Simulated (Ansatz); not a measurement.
# SrHf3, from a guessed structure to a relaxed one, part 2 of 2

This structure for SrHf3 is made up. Its elements were placed in a known structure type with a cell scaled to their sizes. What cell does the guess relax to, and how far off was it?

Ansatz 0.2.0; DFT, PBE, plane-wave PAW, files of the set soft_1, scalar-relativistic, no spin, cell and ions relaxed at zero pressure; PAW set soft_1 (the session's first sound run).

So far: The structure; Relaxation of the guess. The relaxed cell has a = 4.686 Å (conventional setting).

### Step 3. Electronic structure of the relaxed cell

With the geometry fixed, one more self-consistent run, with a narrower smearing and the mesh shown in its input, gives the bands, and its pressure, and its forces where symmetry allows any, show how far the geometry depends on these settings.

This step: DFT, PBE, plane-wave PAW, files of the set soft_1, scalar-relativistic, no spin, bands and density of states at the relaxed cell; PAW set soft_1 (Ansatz 0.2.0).

input.yaml reads:

```yaml
crystal:
  lattice:
    - [4.685558944, 0.0, 0.0]
    - [0.0, 4.685558944, 0.0]
    - [0.0, 0.0, 4.685558944]
  atoms:
    - { symbol: Hf, position: [0.5, 0.5, 0.0] }
    - { symbol: Hf, position: [0.5, 0.0, 0.5] }
    - { symbol: Hf, position: [0.0, 0.5, 0.5] }
    - { symbol: Sr, position: [0.0, 0.0, 0.0] }
kpoints:
  mp_grid: { grid: [8, 8, 8] }
  band_path:
    path:
      - [[0.0, 0.0, 0.0], [0.0, 0.5, 0.0], [0.5, 0.5, 0.0], [0.0, 0.0, 0.0], [0.5, 0.5, 0.5], [0.0, 0.5, 0.0]]
      - [[0.5, 0.5, 0.0], [0.5, 0.5, 0.5]]
    npoints: 13
scf:
  occupations: { method: fermi_dirac, width: 0.03 }
  n_extra_bands: 8
hamiltonian:
  xc: pbe
  pseudopotentials: { kind: paw, azcp: { folder: soft_1 } }
output:
  forces: true
  stress: true
  write_bands: true
  dos: { projected: true }
  write_density: true
  write_potential: true
  elf: true
  volumetric_format: npy
```

Command:

```console
ansatz run input.yaml --threads 4 --pin off --max-ram 8192MiB --backend cpu --events-out ev --progress --plain --runs-dir out
```

Numbers of over 12 decimals in the logs are rounded to 6 here.

The program printed:

```text
[...]
Crystal: 4 atoms, lattice volume = 102.869 Å³
Basis set: ecut = 420 eV, 2007 PW (Γ), exchange–correlation on 64×64×64 points (8 copies of the dense FFT grid, shifted against one another)
Bands: 52, of which v1, the nominal top of the filled ones, is band 44 counted from 1 (43 counted from 0)
Symmetry: 48 space group operations
[...]
k-points: 35 of 512
[...]
SCF iter   1: F=—  HF=-50709.387688 eV  |F-HF|=—  |Δ(HF+E_count)|=         —  Δρ=3.75e-2  dr2=3.21e0  ethr=3.10e-3  ⟨swp⟩=8.7  Hψ=7172  notcnv=0
[...]
SCF iter   9: F=-50708.421328 eV  HF=-50708.421328 eV  |F-HF|=1.49e-8  |Δ(HF+E_count)|=   1.01e-7  Δρ=5.44e-6  dr2=3.99e-8  ethr=1.14e-10  ⟨swp⟩=19.9  Hψ=18949  notcnv=0
SCF 1 converged in 9 iterations: F = -50708.421328 eV  dr2 = 3.99e-8
[...]
NSCF: frozen V_eff on 80 k-points
SCF converged after 9 iterations
Free energy (F): -50708.421328 eV
[...]
Internal energy: -50708.409058 eV  (E = F + TS)
E sigma→0 (E₀):  -50708.415193 eV
Entropy (-TS):   -0.012270 eV (-3.068 meV/atom)
Fermi energy:    14.627637 eV
[...]
--- Stress (GPa, compression-positive) ---
        0.034681      -0.000000      -0.000000
        0.000000       0.034681       0.000000
        0.000000       0.000000       0.034681
  P = ⅓ Tr σ = 0.0347 GPa (0.347 kbar)
--- Band table (eV; the first three rows and the last of 35) ---
  k-point 0: bands = [... 40 lower, 12.2941, 13.0315, 13.0315, 13.0315, 16.2306, 16.2306, 16.2306, 17.0817, ... 4 higher]
  k-point 1: bands = [... 40 lower, 12.3891, 13.1096, 13.1331, 13.1331, 16.0517, 16.3017, 16.3017, 16.6602, ... 4 higher]
  k-point 2: bands = [... 40 lower, 12.6929, 13.3358, 13.4318, 13.4318, 15.5999, 15.9294, 16.0381, 16.0381, ... 4 higher]
  k-point 34: bands = [... 40 lower, 12.6177, 14.7531, 15.4453, 15.4453, 15.4453, 15.6862, 15.6862, 15.6862, ... 4 higher]
```

Run time: 7.2 s. Hardware: 4 threads of Arm Neoverse V1, shared host; peak memory 0.57 GiB; 27 s of CPU time.

Reading the cycles: dr2 is the Hartree energy of the density residual (eV), the measure of convergence; HF is the Harris–Foulkes estimate of the energy, which meets the free energy F at convergence.

Numbers from this step:

```yaml
free_energy: -50708.4213 eV
energy_at_zero_smearing: -50708.4152 eV
smearing_term_ts: 0.01227 eV
pressure: 0.03468 GPa
```

From bands.tsv, the bands that come nearest the Fermi level along the path, at its corners, in eV from the Fermi level:

| point | band 41 | band 42 | band 43 | band 44 | band 45 | band 46 | band 47 | band 48 |
| --- | --- | --- | --- | --- | --- | --- | --- | --- |
| Γ | -2.33 | -1.60 | -1.60 | -1.60 | 1.60 | 1.60 | 1.60 | 2.45 |
| X | -1.26 | -0.71 | -0.09 | -0.09 | -0.09 | -0.09 | 0.11 | 1.18 |
| M | -1.40 | -0.51 | -0.05 | -0.05 | 0.06 | 0.06 | 0.28 | 0.46 |
| Γ | -2.33 | -1.60 | -1.60 | -1.60 | 1.60 | 1.60 | 1.60 | 2.45 |
| R | -2.01 | 0.13 | 0.82 | 0.82 | 0.82 | 1.06 | 1.06 | 1.06 |
| X | -1.26 | -0.71 | -0.09 | -0.09 | -0.09 | -0.09 | 0.11 | 1.18 |
| M | -1.40 | -0.51 | -0.05 | -0.05 | 0.06 | 0.06 | 0.28 | 0.46 |
| R | -2.01 | 0.13 | 0.82 | 0.82 | 0.82 | 1.06 | 1.06 | 1.06 |

States per cell as run, both spins, in windows of 1 eV, from dos.tsv (zero at the Fermi level):

| from | to | total |
| --- | --- | --- |
| -8 | -7 | 0.00 |
| -7 | -6 | 0.02 |
| -6 | -5 | 0.35 |
| -5 | -4 | 0.81 |
| -4 | -3 | 1.24 |
| -3 | -2 | 2.69 |
| -2 | -1 | 3.82 |
| -1 | 0 | 4.95 |
| 0 | 1 | 6.47 |

Below -8 eV lie 74.0 more states.

ELF in the ac plane at fractional y = 0.000, with atoms of Hf and Sr within 0.2 Å of it. It is the smooth field of the valence electrons, not physical close to the nuclei.

Values, 14 rows by 14 columns, each cell a mean:
```
0.33 0.68 0.80 0.41 0.14 0.35 0.62 0.68 0.53 0.23 0.17 0.64 0.80 0.53
0.78 0.81 0.66 0.23 0.14 0.33 0.49 0.52 0.44 0.24 0.12 0.41 0.76 0.80
0.69 0.57 0.29 0.10 0.13 0.21 0.24 0.25 0.23 0.18 0.11 0.15 0.41 0.64
0.19 0.14 0.11 0.11 0.10 0.12 0.19 0.22 0.16 0.10 0.10 0.11 0.12 0.17
0.23 0.24 0.23 0.14 0.12 0.31 0.55 0.62 0.47 0.21 0.10 0.18 0.24 0.23
0.54 0.51 0.36 0.16 0.26 0.60 0.80 0.83 0.74 0.47 0.16 0.23 0.44 0.53
0.71 0.64 0.42 0.17 0.38 0.74 0.85 0.86 0.83 0.62 0.22 0.25 0.52 0.68
0.64 0.59 0.40 0.16 0.32 0.68 0.84 0.85 0.80 0.55 0.19 0.24 0.49 0.62
0.35 0.35 0.29 0.14 0.17 0.44 0.68 0.74 0.60 0.31 0.12 0.21 0.33 0.35
0.14 0.14 0.14 0.12 0.09 0.17 0.32 0.38 0.26 0.12 0.10 0.13 0.14 0.14
0.47 0.34 0.16 0.09 0.12 0.14 0.16 0.17 0.16 0.14 0.11 0.10 0.23 0.41
0.81 0.77 0.53 0.16 0.14 0.29 0.40 0.42 0.36 0.23 0.11 0.29 0.66 0.80
0.57 0.76 0.77 0.34 0.14 0.35 0.59 0.64 0.51 0.24 0.14 0.57 0.81 0.68
0.09 0.57 0.81 0.47 0.14 0.35 0.64 0.71 0.54 0.23 0.19 0.69 0.78 0.33
```
Columns run along a (4.7 Å), rows up along c (4.7 Å). Atoms in or near the plane, at fractional coordinates: Hf at (0.50, 0.50), Sr at (0.00, 0.00).

Electrostatic potential energy in the ac plane at fractional y = 0.000, with atoms of Hf and Sr within 0.2 Å of it. With pseudopotentials it is smooth inside the atoms' cores, unlike the true potential.

Ten even steps from '_' (-117 eV) to '@' (18 eV), each cell a mean:
```
__..##@@@@@@@@@@@@@@@@%%++__
==**%%@@@@@@@@@@@@@@@@@@##++
%%%%@@@@@@@@@@@@@@@@@@@@@@%%
@@@@@@@@@@@@%%%%@@@@@@@@@@@@
@@@@@@@@@@%%######%%@@@@@@@@
@@@@@@@@%%##########@@@@@@@@
@@@@@@@@%%####%%####%%@@@@@@
@@@@@@@@%%##########%%@@@@@@
@@@@@@@@%%########%%@@@@@@@@
@@@@@@@@@@%%%%%%%%@@@@@@@@@@
@@@@@@@@@@@@@@@@@@@@@@@@@@@@
**##%%@@@@@@@@@@@@@@@@@@%%##
__--##@@@@@@@@@@@@@@@@%%**..
____**@@@@@@@@@@@@@@@@%%==__
```
Columns run along a (4.7 Å; values clipped at the 3rd and 97th percentile), rows up along c (4.7 Å). Atoms in or near the plane, at fractional coordinates: Hf at (0.50, 0.50), Sr at (0.00, 0.00).

Valence density in the ac plane at fractional y = 0.000, with atoms of Hf and Sr within 0.2 Å of it. It is the smooth field of the valence electrons, not physical close to the nuclei.

Ten steps, logarithmic in the rise over the least value, from '_' (0 e/Å³) to '@' (49 e/Å³), each cell a mean:
```
----::..______________..----
----..________________..::--
::..____________________....
______________..____________
__________..--==--..________
________..==##%%**--________
________::**@@@@%%==..______
________..++%%@@##--________
__________::++**==..________
____________..::..__________
..________________________..
--::..__________________..::
----::________________..----
------..______________::----
```
Columns run along a (4.7 Å), rows up along c (4.7 Å). Atoms in or near the plane, at fractional coordinates: Hf at (0.50, 0.50), Sr at (0.00, 0.00).

### Step 4. What came out

```yaml
space_group_relaxed: Pm-3m
conventional_cell: a = 4.686, b = 4.686, c = 4.686 Å; α = 90.0°, β = 90.0°, γ = 90.0°
volume_per_atom: 25.72 Å³ (guess 27.60)
```

SrHf3 relaxes to Pm-3m with a = 4.686, b = 4.686 and c = 4.686 Å. The guessed volume was 7 % too large. The space group Pm-3m was held in the relaxation, so the end point is a stationary structure within it and may be a saddle against distortions or other arrangements. Bands cross the Fermi level, so it is a metal or semimetal at this level. On the 8×8×8 mesh with the narrower smearing (relaxed on 6×6×6) the forces vanish, as symmetry may demand, and the largest stress component is 0.035 GPa, within the relaxation's thresholds of 0.015 eV/Å and 0.05 GPa. The cutoff wasn't tested. Spin-orbit coupling is left out, which can matter for elements this heavy. No dispersion term is used, so weakly bound directions may come out too long. Nothing here tests whether the compound is stable against decomposition.

[Logs are printed without paths, hosts, clocks, repeated set-up lines and the standing remarks that a program may print on its own settings, such as how far it seeks lower states.]

[Hosts, paths, dates, database ids (printed as entryN), source tags and the programs' standing remarks are cut or masked in the printed files.]
